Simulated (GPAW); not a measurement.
# Nb2NOS MXene monolayer in an electric field, part 2 of 2

How does Nb2NOS MXene monolayer screen a perpendicular field?

GPAW 26.7.0; GPAW, PAW setups; layer in a repeated cell with vacuum, relaxation of atoms and in-plane cell (the session's first sound run).

So far. Step 5 (Field on): The dipole is now -0.0328 e Å, against -0.0015 in the run without a field.

## (8) Field on

File run.py:

```python
import json
import numpy as np
from ase import Atoms
from gpaw import GPAW, PW
from gpaw.external import ConstantElectricField

slab = Atoms(
    ['S', 'Nb', 'N', 'Nb', 'O'],
    positions=[
        [-0.00000, 1.83293, 9.00000],
        [1.58736, 0.91646, 10.64867],
        [0.00000, -0.00000, 11.89708],
        [-0.00000, 1.83293, 13.02630],
        [1.58736, 0.91646, 14.06735]],
    cell=[[3.17472, -0.0, 0.0], [-1.58736, 2.74939, 0.0], [0.0, 0.0, 23.0674]],
    pbc=[True, True, False])

slab.calc = GPAW(mode=PW(500), xc='PBE', kpts={'size': (12, 12, 1), 'gamma': True},
                 occupations={'name': 'fermi-dirac', 'width': 0.05}, nbands='160%',
                 convergence={'density': 1e-05}, maxiter=200,
                 poissonsolver={'dipolelayer': 'xy'},
                 external=ConstantElectricField(0.1, [0, 0, 1]),
                 symmetry={'tolerance': 1e-3}, txt='slab.txt')
result = {}
energy = slab.get_potential_energy()
fermi = slab.calc.get_fermi_level()
v = slab.calc.get_electrostatic_potential().mean((0, 1)) - fermi
n = slab.calc.get_pseudo_density().mean((0, 1))
L = slab.cell[2, 2]
z = np.arange(len(v)) * L / len(v)
low, high = slab.positions[:, 2].min(), slab.positions[:, 2].max()
below, above = np.interp([low - 6.8, high + 6.8], z, v)
slopes = [np.interp(x, z, np.gradient(v, z)) for x in (low - 6.8, high + 6.8)]
eps = np.array([[slab.calc.get_eigenvalues(k, s) for k in range(len(slab.calc.get_ibz_k_points()))]
                for s in range(slab.calc.get_number_of_spins())]) - fermi
top, bottom = eps[eps < 0].max(), eps[eps > 0].min()
dipole = slab.get_dipole_moment()[2]
print(f'energy {energy:.4f} eV, Fermi level {fermi:.4f} eV, dipole {dipole:.5f} e A')
print(f'potential 6.8 A off the faces, from the Fermi level: lower {below:.4f} eV, upper {above:.4f} eV')
print(f'slope of the potential there: lower {slopes[0]:.5f}, upper {slopes[1]:.5f} eV/A')
print(f'nearest levels on the mesh: {top:.4f} and {bottom:.4f} eV')
print('magnetic moment', round(slab.get_magnetic_moment(), 3))
result.update(energy=energy, fermi=fermi, dipole=dipole, below=below, above=above, slopes=slopes, edges=[top, bottom],
              z=z.tolist(), v=v.tolist(), n=n.tolist(), positions=slab.positions.tolist(),
              forces=slab.get_forces(apply_constraint=False).tolist(), moments=slab.get_magnetic_moments().tolist())
json.dump(result, open('result.json', 'w'))
```

Run with:

```sh
$ OMP_NUM_THREADS=1 OPENBLAS_NUM_THREADS=1 python run.py
```

Elapsed: 2.5 min, on 1 thread of INTEL XEON PLATINUM 8581C at 2.30GHz (Emerald Rapids), shared host; peak memory 0.6 GiB.

The electrostatic potential energy of an electron (without an applied field's), less the Fermi level, planar mean oscillates, so the rows of the table below give means over windows of 0.5 Å about each position, cut where the curve ends. Its maxima inside the range that stand out by 2 % of the span (Å: eV): 9.71: -5.30, 11.44: -8.65, 12.30: -11.0, 13.74: -11.6. Its minima: 9.03: -18.7, 10.67: -23.4, 11.92: -14.7, 13.07: -24.1, 13.94: -12.4.

The electrostatic potential energy of an electron (without an applied field's), less the Fermi level, planar mean by z; means over each step:

z (Å), electrostatic potential energy of an electron (without an applied field's), less the Fermi level, planar mean (eV) and a bar from the least value:
```
      0.0        5.5 ##############################
      0.5        5.7 ##############################
      1.0        5.7 ##############################
      1.5        5.7 ##############################
      2.0        5.7 ##############################
      2.5        5.7 ##############################
      3.0        5.7 ##############################
      3.5        5.7 ##############################
      4.0        5.7 ##############################
      4.5        5.7 ##############################
      5.0        5.7 ##############################
      5.5        5.7 ##############################
      6.0        5.7 ##############################
      6.5        5.7 ##############################
      7.0        5.6 ##############################
      7.5        5.2 #############################
      8.0        3.3 ###########################
      8.5       -4.8 ###################
      9.0      -16.6 #######
      9.5       -8.1 ###############
     10.0       -9.2 ##############
     10.5      -20.9 ##
     11.0      -17.1 ######
     11.5       -9.9 ##############
     12.0      -13.1 ##########
     12.5      -14.4 #########
     13.0      -22.9 
     13.5      -15.5 ########
     14.0      -11.3 ############
     14.5       -1.1 #######################
     15.0        4.1 ############################
     15.5        4.9 #############################
     16.0        5.1 #############################
     16.5        5.1 #############################
     17.0        5.1 #############################
     17.5        5.1 #############################
     18.0        5.1 #############################
     18.5        5.1 #############################
     19.0        5.1 #############################
     19.5        5.1 #############################
     20.0        5.1 #############################
     20.5        5.1 #############################
     21.0        5.1 #############################
     21.5        5.1 #############################
     22.0        5.1 #############################
     22.5        5.1 #############################
```

The dipole is now 0.0305 e Å, against -0.0015 in the run without a field.

## (9) In a field

Edit run.py of step 8 so:

```diff
@@ -21,3 +21,3 @@
                  poissonsolver={'dipolelayer': 'xy'},
-                 external=ConstantElectricField(0.1, [0, 0, 1]),
+                 external=ConstantElectricField(0.2, [0, 0, 1]),
                  symmetry={'tolerance': 1e-3}, txt='slab.txt')
```

It took 2.6 min on 1 thread; peak memory 0.6 GiB.

The electrostatic potential energy of an electron (without an applied field's), less the Fermi level, planar mean oscillates, so the rows of the table below give means over windows of 1 Å about each position, cut where the curve ends. Its maxima inside the range that stand out by 2 % of the span (Å: eV): 0.5: 6.08, 9.7: -5.12, 11.4: -8.64, 12.3: -11.1, 13.7: -11.8. Its minima: 9.0: -18.4, 10.7: -23.3, 11.9: -14.7, 13.1: -24.3, 14.0: -12.6.

The electrostatic potential energy of an electron (without an applied field's), less the Fermi level, planar mean by z; means over each step:

z (Å), electrostatic potential energy of an electron (without an applied field's), less the Fermi level, planar mean (eV) and a bar from the least value:
```
        0        5.8 ##############################
        1        6.1 ##############################
        2        6.1 ##############################
        3        6.1 ##############################
        4        6.1 ##############################
        5        6.1 ##############################
        6        6.1 ##############################
        7        5.9 ##############################
        8        2.9 ##########################
        9      -12.6 #########
       10      -10.7 ###########
       11      -16.5 ####
       12      -12.2 #########
       13      -20.3 
       14      -10.0 ############
       15        3.3 ###########################
       16        4.8 ############################
       17        4.8 #############################
       18        4.8 #############################
       19        4.8 #############################
       20        4.8 #############################
       21        4.8 #############################
       22        4.8 #############################
```

The dipole is now 0.0621 e Å, against -0.0015 in the run without a field.

## (10) Field on

Edit run.py of step 9 so:

```diff
@@ -21,3 +21,3 @@
                  poissonsolver={'dipolelayer': 'xy'},
-                 external=ConstantElectricField(0.2, [0, 0, 1]),
+                 external=ConstantElectricField(0.3, [0, 0, 1]),
                  symmetry={'tolerance': 1e-3}, txt='slab.txt')
```

Run time: 2.6 min. Hardware: 1 thread; peak memory 0.6 GiB.

The electrostatic potential energy of an electron (without an applied field's), less the Fermi level, planar mean by z:

z (Å), electrostatic potential energy of an electron (without an applied field's), less the Fermi level, planar mean (eV) and a bar from the least value:
```
      0.0        5.5 #############################
      0.5        6.4 ##############################
      1.0        6.4 ##############################
      1.5        6.4 ##############################
      2.0        6.4 ##############################
      2.5        6.4 ##############################
      3.0        6.4 ##############################
      3.5        6.4 ##############################
      4.0        6.4 ##############################
      4.5        6.4 ##############################
      5.0        6.4 ##############################
      5.5        6.4 ##############################
      6.0        6.4 ##############################
      6.5        6.4 ##############################
      7.0        6.3 ##############################
      7.5        6.0 ##############################
      8.0        4.2 ############################
      8.5       -3.6 ####################
      9.0      -18.0 ######
      9.5       -6.8 #################
     10.0       -8.2 ################
     10.5      -21.7 ###
     11.0      -17.1 #######
     11.5       -8.8 ###############
     12.0      -14.1 ##########
     12.5      -13.9 ##########
     13.0      -24.4 
     13.5      -15.3 #########
     14.0      -12.9 ###########
     14.5       -0.9 #######################
     15.0        3.7 ###########################
     15.5        4.4 ############################
     16.0        4.5 ############################
     16.5        4.5 ############################
     17.0        4.5 ############################
     17.5        4.5 ############################
     18.0        4.5 ############################
     18.5        4.5 ############################
     19.0        4.5 ############################
     19.5        4.5 ############################
     20.0        4.5 ############################
     20.5        4.5 ############################
     21.0        4.5 ############################
     21.5        4.5 ############################
     22.0        4.5 ############################
     22.5        4.5 ############################
```

The dipole is now 0.0938 e Å, against -0.0015 in the run without a field.

## (11) The series

The members are put on one axis.

This step: induced dipole against applied field (GPAW 26.7.0).

The dipole along the normal by field:

| field (V/Å) | dipole along the normal (e·Å) |
| --- | --- |
| -0.200 | -0.0644 |
| -0.100 | -0.0328 |
| -0.050 | -0.0170 |
| 0.000 | -0.00145 |
| 0.050 | 0.0147 |
| 0.100 | 0.0305 |
| 0.200 | 0.0621 |
| 0.300 | 0.0938 |

## (12) A changed run

One more run, with changed settings.

This step: GPAW, PAW setups; slab in vacuum (GPAW 26.7.0).

Edit run.py of step 10 so:

```diff
@@ -4,3 +4,2 @@
 from gpaw import GPAW, PW
-from gpaw.external import ConstantElectricField
 
@@ -18,6 +17,5 @@
 slab.calc = GPAW(mode=PW(500), xc='PBE', kpts={'size': (12, 12, 1), 'gamma': True},
-                 occupations={'name': 'fermi-dirac', 'width': 0.05}, nbands='160%',
-                 convergence={'density': 1e-05}, maxiter=200,
+                 occupations={'name': 'fermi-dirac', 'width': 0.05}, nbands='100%',
+                 convergence={'density': 1e-05}, maxiter=50,
                  poissonsolver={'dipolelayer': 'xy'},
-                 external=ConstantElectricField(0.3, [0, 0, 1]),
                  symmetry={'tolerance': 1e-3}, txt='slab.txt')
```

It took 83 s on 1 thread; peak memory 0.26 GiB.

The run stopped without converging, so none of its numbers is a property of the system.

The fault put into the input: too few bands, under a cap of 50 iterations, which ended the run (nbands = "100 % of the filled bands").

## (13) Outcome

| Item | Value |
| --- | --- |
| work function, upper and lower face | 5.401 and 5.377 eV |
| dipole along the normal | -0.00145 e Å |
| induced dipole per field | 0.316 e Å per V/Å |
| out-of-plane polarisability per area, α/(ε0 A) | 6.56 Å |

What this shows: The field induces 0.316 e Å per V/Å, a polarisable thickness α/(ε0 A) of 6.56 Å beside 5.07 Å between the outermost nuclei. A perfect conductor would give the distance between its two image planes; a dielectric of thickness t gives t(1 - 1/ε). The induced dipole is linear in the field over this range. The starting lattice was a guess from atomic radii; the relaxation moved it by 3 %. The small printed dipole stands for a step of 30 meV from the lower to the upper face, and the probes find 24 meV; values this small are near the numerical noise of both. The cell holds an odd number of electrons, so without spin polarisation it must come out metallic and without a moment, whatever its true state. The layer's cell and atoms come from the relaxation; spin-orbit coupling and temperature are left out.

[Logs are printed without paths, hosts, clocks, repeated set-up lines and the standing remarks that a program may print on its own settings, such as how far it seeks lower states.]

[Hosts, paths, dates, database ids (printed as entryN), source tags and the programs' standing remarks are cut or masked in the printed files.]
